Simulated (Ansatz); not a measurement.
# Convergence of a linear-scaling basis for the unslipped end of a generalised stacking fault on (111) of a Pt-Ir solid solution (108 atoms), part 2 of 2

Wanted: errors and times of a linear-scaling basis for the unslipped end of a generalised stacking fault on (111) of a Pt-Ir solid solution (108 atoms). A setting counts as converged where the r.m.s. difference of forces stays under 1 % of the r.m.s. force.

Ansatz 0.2.0; Kohn-Sham DFT, PBE, PAW (set soft_2), plane waves.

The cell: 47 Ir and 61 Pt. The host structure and its lattice constant were typed by rule, without a check against the phase diagram. Spin–orbit coupling is left out.

So far. Step 3 (Support functions low): Forces differ from the reference by 1.7 meV/Å r.m.s., 0.37 % of their size, within a tolerance of 1 %; the energy by -2.3 meV/atom. Step 4 (Support functions medium, spacing 0.411 Å): Forces differ from the reference by 201 meV/Å r.m.s., 45 % of their size, far over a tolerance of 1 %; the energy by +57 meV/atom. The setting is coarser than the default on purpose.

## 5. Support functions medium, spacing 0.343 Å

Level of this step: Kohn-Sham DFT, PBE, PAW (set soft_2), localised support functions (medium) (Ansatz).

The grid spacing sets how fine a wave the support functions can hold. The typed value is an upper bound: the grid laid has 30×30×60 points, 0.340 Å apart at most.

The input, input.yaml:

```yaml
crystal:
  lattice:
    - [8.24515, 0.0, 0.0]
    - [0.0, 9.52068, 0.0]
    - [0.0, 0.0, 20.39641]
  atoms:
    [... the 108 atom lines of step 2 ...]
kpoints:
  mp_grid: { grid: [2, 2, 1] }
hamiltonian:
  xc: pbe
scf:
  occupations: { method: fermi_dirac, width: 0.1 }
  eigensolver: { kind: { support_functions: { accuracy: medium, spacing: 0.343 } } }
  mixing: { beta: 0.4 }
  max_iter: 150
output:
  forces: true
```

Run with:

```console
$ ansatz run input.yaml --threads 8 --pin off --max-ram 15872MiB --backend cpu --events-out ev --progress --plain --runs-dir out
```

Numbers of over 12 decimals in the logs are rounded to 6 here.

Output:

```text
[...]
Crystal: 108 atoms, lattice volume = 1601.107 Å³
Basis set: ecut = 420 eV, 31265 PW (Γ), exchange–correlation on 120×128×288 points (8 copies of the dense FFT grid, shifted against one another)
Bands: 1139, of which v1, the nominal top of the filled ones, is band 949 counted from 1 (948 counted from 0)
Symmetry: 1 space group operations
k-points: 4
[...]
SCF iter   1: F=—  HF=-1324901.017557 eV  |F-HF|=—  |Δ(HF+E_count)|=         —  Δρ=1.74e-1  dr2=1.63e3  ethr=1.00e-1
[...]
SCF iter  17: F=-1324860.286563 eV  HF=-1324860.286564 eV  |F-HF|=8.50e-7  |Δ(HF+E_count)|=   1.26e-2  Δρ=8.85e-6  dr2=1.53e-6  ethr=1.31e-10
SCF 1 converged in 17 iterations: F = -1324860.611552 eV  dr2 = 1.53e-6
[...]
SCF converged after 17 iterations
[...]
Free energy (F): -1324860.611552 eV
[...]
Internal energy: -1324856.108722 eV  (E = F + TS)
E sigma→0 (E₀):  -1324858.360137 eV
Entropy (-TS):   -4.502830 eV (-41.693 meV/atom)
Fermi energy:    24.177375 eV
[...]
--- Forces (eV/Å), atoms counted from 1 ---
  atom   1  Ir     1.03114907     0.28255363     0.87396617
  atom   2  Ir    -0.19252106    -0.22696159    -0.76096303
  atom   3  Pt    -0.11564853     0.28174749     1.34212393
  atom   4  Ir     0.09877880     0.45034824    -1.05528233
  atom   5  Pt     0.44456660     0.08648877     0.56264909
  atom   6  Pt     0.01841897     0.38614927    -0.82490090
  atom   7  Ir     0.42922364    -0.27091718    -0.02831804
  atom   8  Pt    -0.07759454    -0.03621619     0.92668268
  atom   9  Pt     0.06709815     0.16292600    -0.43406747
  atom  10  Ir    -0.19211412    -0.15372655     0.83691521
  atom  11  Ir     0.10472903    -0.32185411    -0.62728982
  atom  12  Ir     0.47100703    -0.04113882    -0.11990164
  atom  13  Ir    -0.67077100     0.80059999     0.96141854
  atom  14  Pt    -0.06739516     0.43942711    -1.33060207
[...]
atom 107  Pt    -0.31652631     0.11768727    -0.24601207
  atom 108  Pt    -0.03060682    -0.13581738     0.37060968
  max |Σ_I F_I| component: 1.46e0 eV/Å
--- Band table (eV) ---
[...]
```

Wall time 3.5 min (8 threads of Arm Neoverse V1, shared host); peak memory 4.2 GiB.

Forces differ from the reference by 69 meV/Å r.m.s., 15 % of their size, far over a tolerance of 1 %; the energy by -31 meV/atom. The setting is coarser than the default on purpose.

## 6. Cost against change

Each row is set against the plane-wave reference (Kohn-Sham DFT, PBE, PAW (set soft_2), plane waves; r.m.s. force component 0.451 eV/Å). Energies are set beside the reference only for runs with its functional, potentials and electron count. Times are for 8 threads of Arm Neoverse V1, shared host. The reference's time includes the DOS, the stress and grids, which some other runs skip.

```csv
run,"Δ force, r.m.s. (meV/Å)",share of r.m.s. force (%),Δ energy (meV/atom),cycles,time,host memory (GiB)
reference,-,-,-,9,6.1 min,10
support functions low,1.68,0.373,-2.27,17,4.7 min,5.8
"support functions medium, spacing 0.411 Å",201,44.6,56.6,18,3.2 min,3.8
"support functions medium, spacing 0.343 Å",68.7,15.2,-30.7,17,3.5 min,4.2
```

## 7. What the reference run shows

With the settings judged, the reference run is read for its physics.

Length of the force by element:

```csv
element,coordination,atoms,mean length of the force (eV/Å),spread,least,most
Ir,all,47,0.796,0.273,0.185,1.52
Pt,all,61,0.649,0.337,0.178,1.50
```

Density of states as counts of states in windows of 1 eV (from the Fermi level), total and the larger projections:

```csv
from (eV),to (eV),total,Pt d,Ir d,Pt s,Ir s
-14,-11,0.0,0.0,0.0,0.0,0.0
-11,-10,1.6,0.0,0.0,1.0,0.6
-10,-9,8.2,0.1,0.1,4.8,3.2
-9,-8,12.0,0.7,0.4,6.5,4.1
-8,-7,58.0,19.9,11.5,15.2,10.7
-7,-6,130.4,70.0,38.8,11.7,8.8
-6,-5,119.2,72.1,39.3,3.3,2.6
-5,-4,146.0,88.6,48.0,3.7,2.9
-4,-3,176.6,96.9,66.1,5.0,3.8
-3,-2,126.8,66.8,49.3,3.6,2.7
-2,-1,127.0,64.6,53.3,2.6,2.0
-1,0,121.2,57.0,59.0,1.9,1.7
0,1,119.3,47.1,65.7,2.7,2.0
1,2,31.0,7.1,12.6,3.7,2.8
2,3,35.1,6.2,8.8,7.4,5.4
3,4,28.4,3.2,4.6,6.0,4.6
4,5,23.4,1.6,2.2,6.8,5.1
```

About 870 of the 1897 electrons lie in deeper levels, below the stored range.

The levels nearest the highest filled one (over half full), pooled over k-points and spins:

```csv
level less the highest filled one (eV),occupation
-0.0113,1.06
-0.0102,1.06
-0.0094,1.05
-0.0063,1.04
-0.0011,1.01
0,1.01
0.0068,0.972
0.0075,0.969
0.0097,0.958
0.0161,0.926
0.0257,0.879
0.0374,0.821
```

Electrostatic potential energy in the cb plane at fractional x = 0.000, with atoms of Pt and Ir within 0.2 Å of it. With pseudopotentials it is smooth inside the atoms' cores, unlike the true potential.

Ten even steps from '0' (-54 eV) to '9' (27 eV), each cell a mean:
```
14899999999999996100389999999999998400169999
57999999999767898544799999999877899743589999
89999999997323689988999999998411489988999999
99999999985100489999999999997200169999999999
99999999985101489999999999997300279999999999
99998767898545799999999877898643689999999976
99996212699888999999998411489988999999999621
99984000489999999999997200169999999999998400
99985001589999999999997200279999999999998400
78998545899999999877898644689999999876799743
25899989999999997422589988999999998522379988
03899999999999996100379999999999997300158999
04899999999999996201379999999999998410269999
47999999999767898544699999999877899744589999
89999999997312589988999999998522479988999999
99999999985100489999999999997300169999999999
99999999996201489999999999997300269999999999
99999767998545799999999867898644689999999976
99996213799989999999997422589988999999999621
99983000489999999999996200279999999999998400
99984001599999999999996201379999999999998400
78997435899999999767898644699999999876799743
25899889999999997312589988999999998521379988
03899999999999995100279999999999998300059999
```
Columns run along c (16.0 Å, from fractional 0.00 to 0.78 of the cell; values clipped at the 3rd and 97th percentile), rows up along b (9.5 Å). Atoms in or near the plane, at fractional coordinates: Pt at (0.11, 0.67), Ir at (0.22, 0.83), Pt at (0.11, 0.17), Ir at (0.22, 0.33), Ir at (0.33, 0.50), Pt at (0.44, 0.67), Pt at (0.55, 0.83), Pt at (0.33, 0.00), Ir at (0.44, 0.17), Ir at (0.55, 0.33), Ir at (0.66, 0.50), Pt at (0.77, 0.67), Pt at (0.66, 0.00), Pt at (0.77, 0.17).

Valence density in the cb plane at fractional x = 0.000, with atoms of Pt and Ir within 0.2 Å of it. It is the smooth field of the valence electrons, not physical close to the nuclei.

Values in units of 1e0 e/Å³, 13 rows by 16 columns, each cell a mean:
```
0.7 0.8 5.8 1.4 0.4 0.3 0.5 0.5 2.3 5.3 0.5 0.3 0.3 0.7 0.5 4.1
5.8 0.7 0.5 0.3 0.3 0.4 4.2 4.4 0.4 0.5 0.2 0.3 0.6 5.8 2.0 0.5
6.4 0.8 0.3 0.2 0.4 0.4 4.7 4.9 0.4 0.3 0.2 0.5 0.7 6.0 2.0 0.3
0.8 0.3 0.3 0.4 4.4 2.5 0.6 0.6 0.3 0.3 1.1 5.4 0.9 0.7 0.4 0.3
0.3 0.2 0.3 0.5 6.8 4.0 0.3 0.2 0.2 0.4 1.7 8.3 1.2 0.3 0.2 0.3
0.3 0.5 3.5 1.0 1.2 0.8 0.3 0.3 1.5 3.2 0.6 1.4 0.4 0.3 0.3 3.1
0.3 1.0 7.7 2.1 0.3 0.2 0.2 0.3 3.2 7.0 0.6 0.3 0.2 0.3 0.4 7.0
2.7 0.6 2.1 0.6 0.3 0.3 1.6 1.8 0.9 1.9 0.3 0.3 0.4 2.8 1.0 1.7
7.8 0.9 0.3 0.2 0.3 0.3 4.9 5.5 0.4 0.3 0.2 0.3 0.8 8.7 2.8 0.3
2.9 0.5 0.3 0.3 1.5 0.8 1.9 2.3 0.3 0.3 0.5 1.7 0.6 3.0 1.0 0.3
0.3 0.2 0.3 0.5 6.6 3.4 0.3 0.3 0.2 0.3 1.8 8.8 1.3 0.3 0.2 0.3
0.4 0.3 1.2 0.6 3.5 1.8 0.3 0.3 0.5 1.0 1.0 4.7 0.7 0.3 0.3 0.9
0.3 1.0 7.9 1.9 0.4 0.3 0.2 0.3 3.0 7.1 0.6 0.4 0.2 0.3 0.4 5.4
```
Columns run along c (16.0 Å, from fractional 0.22 to 1.00 of the cell), rows up along b (9.5 Å). Atoms in or near the plane, at fractional coordinates: Pt at (0.99, 0.50), Ir at (0.22, 0.83), Ir at (0.99, 0.00), Ir at (0.22, 0.33), Ir at (0.33, 0.50), Pt at (0.44, 0.67), Pt at (0.55, 0.83), Pt at (0.33, 0.00), Ir at (0.44, 0.17), Ir at (0.55, 0.33), Ir at (0.66, 0.50), Pt at (0.77, 0.67), Ir at (0.88, 0.83), Pt at (0.66, 0.00) and more.

## 8. Structure statistics

These statistics describe the geometry on which the runs were made.

Density 21.7 g/cm³, 14.83 Å³ an atom.

g(r), total and by pair (bins of 0.2 Å):

```csv
r (Å),total,Pt-Pt,Pt-Ir,Ir-Ir
2.70,8.85,8.05,9.65,8.10
2.90,0.48,0.73,0.37,0.34
3.10,0.00,0.00,0.00,0.00
3.30,0.00,0.00,0.00,0.00
3.50,0.00,0.00,0.00,0.00
3.70,0.00,0.00,0.00,0.00
3.90,2.18,2.21,2.08,2.41
4.10,0.15,0.21,0.12,0.11
4.30,0.00,0.00,0.00,0.00
4.50,0.00,0.00,0.00,0.00
4.70,5.55,5.35,5.55,5.70
4.90,0.67,0.77,0.70,0.43
5.10,0.00,0.00,0.00,0.00
5.30,0.00,0.00,0.00,0.00
5.50,2.08,2.04,2.14,2.00
5.70,0.24,0.27,0.21,0.29
5.90,0.00,0.00,0.00,0.00
6.10,3.14,3.04,3.17,3.20
6.30,0.59,0.64,0.60,0.47
6.50,0.00,0.00,0.00,0.00
6.70,0.90,0.91,0.88,0.97
6.90,0.13,0.14,0.14,0.10
7.10,0.00,0.00,0.00,0.00
7.30,4.75,4.61,4.95,4.45
7.50,0.57,0.53,0.61,0.55
7.70,0.44,0.47,0.41,0.47
7.90,0.14,0.15,0.13,0.17
```

Neighbours by pair of elements; one cutoff, the widest of the pairs' first minima of g(r), serves all pairs of this metal:

```csv
pair A-B,cutoff (Å),bonds,mean length (Å),spread (Å),shortest (Å),B about A,A about B
Pt-Pt,3.27,195,2.76,0.05,2.71,6.39,6.39
Pt-Ir,3.27,342,2.75,0.036,2.70,5.61,7.28
Ir-Ir,3.27,111,2.76,0.04,2.71,4.72,4.72
```

How many atoms have how many bonded neighbours:

```csv
element,mean,12
Ir,12,47
Pt,12,61
```

Counting bonds as in the table, all Ir atoms have 12 and all Pt atoms have 12 bonded neighbours.

The surroundings of Pt87, picked at random, nearest first, numbered as they follow in the input and with coordinates relative to it.

```csv
atom,x,y,z,distance (Å),bonds,Fx,Fy,Fz (eV/Å)
Pt87,0.00,0.00,0.00,0.00,12,-0.05,-0.22,0.34
Ir62,1.36,2.34,0.01,2.71,12,-0.06,0.83,-0.70
Pt101,-2.73,-0.01,0.01,2.73,12,-0.02,-0.25,0.05
Ir83,-1.37,0.77,-2.24,2.73,12,0.13,0.76,0.40
Ir84,-1.39,2.37,-0.01,2.74,12,0.55,-0.02,-0.29
Pt105,2.75,-0.03,0.02,2.75,12,-0.11,-0.50,0.42
Pt61,1.38,0.78,-2.25,2.75,12,-0.10,0.27,-0.06
Pt88,0.00,1.57,2.26,2.75,12,-0.18,-0.35,0.04
Pt28,-0.03,-1.61,-2.23,2.75,12,0.41,-0.01,0.05
Ir34,1.38,-0.82,2.25,2.76,12,-0.12,-0.78,0.17
Ir33,1.37,-2.40,0.02,2.76,12,0.50,-0.28,0.54
Ir54,-1.36,-0.83,2.26,2.77,12,0.01,-0.29,0.36
Pt53,-1.39,-2.40,0.02,2.77,12,0.06,-0.07,0.61
```

The column of bonds counts only the pairs Pt-Pt within 3.27 Å, Pt-Ir within 3.27 Å, Ir-Ir within 3.27 Å; other neighbours, such as metal atoms beside each other in a compound, aren't counted, and periodic images can show an atom twice.

## 9. Outcome

| Property | Result |
| --- | --- |
| free energy per atom | -12267.1971 eV/atom |
| density | 21.71 g/cm³ |
| pressure | 6.64 GPa |
| r.m.s. force component | 0.451 eV/Å |
| wall time of the 4 DFT runs | 18 min |

**Reading.** Against plane waves at 420 eV, the forces differ by 1.7 meV/Å (0.37 %) with support functions low. Differences between support functions and plane waves include what basis error the plane-wave run still has.

213 levels are partly filled, by over 2 % (on the run's k-points), as in a metal. Counting bonds as in the table, all Ir atoms have 12 and all Pt atoms have 12 bonded neighbours.

Caveats: The geometry was built by rule, was displaced at random and isn't relaxed at this level: its force components are 0.45 eV/Å r.m.s. The pressure of 6.6 GPa means that a free cell would grow at this level.

[Logs are printed without paths, hosts, clocks, repeated set-up lines and the standing remarks that a program may print on its own settings, such as how far it seeks lower states.]

[Hosts, paths, dates, database ids (printed as entryN), source tags and the programs' standing remarks are cut or masked in the printed files.]
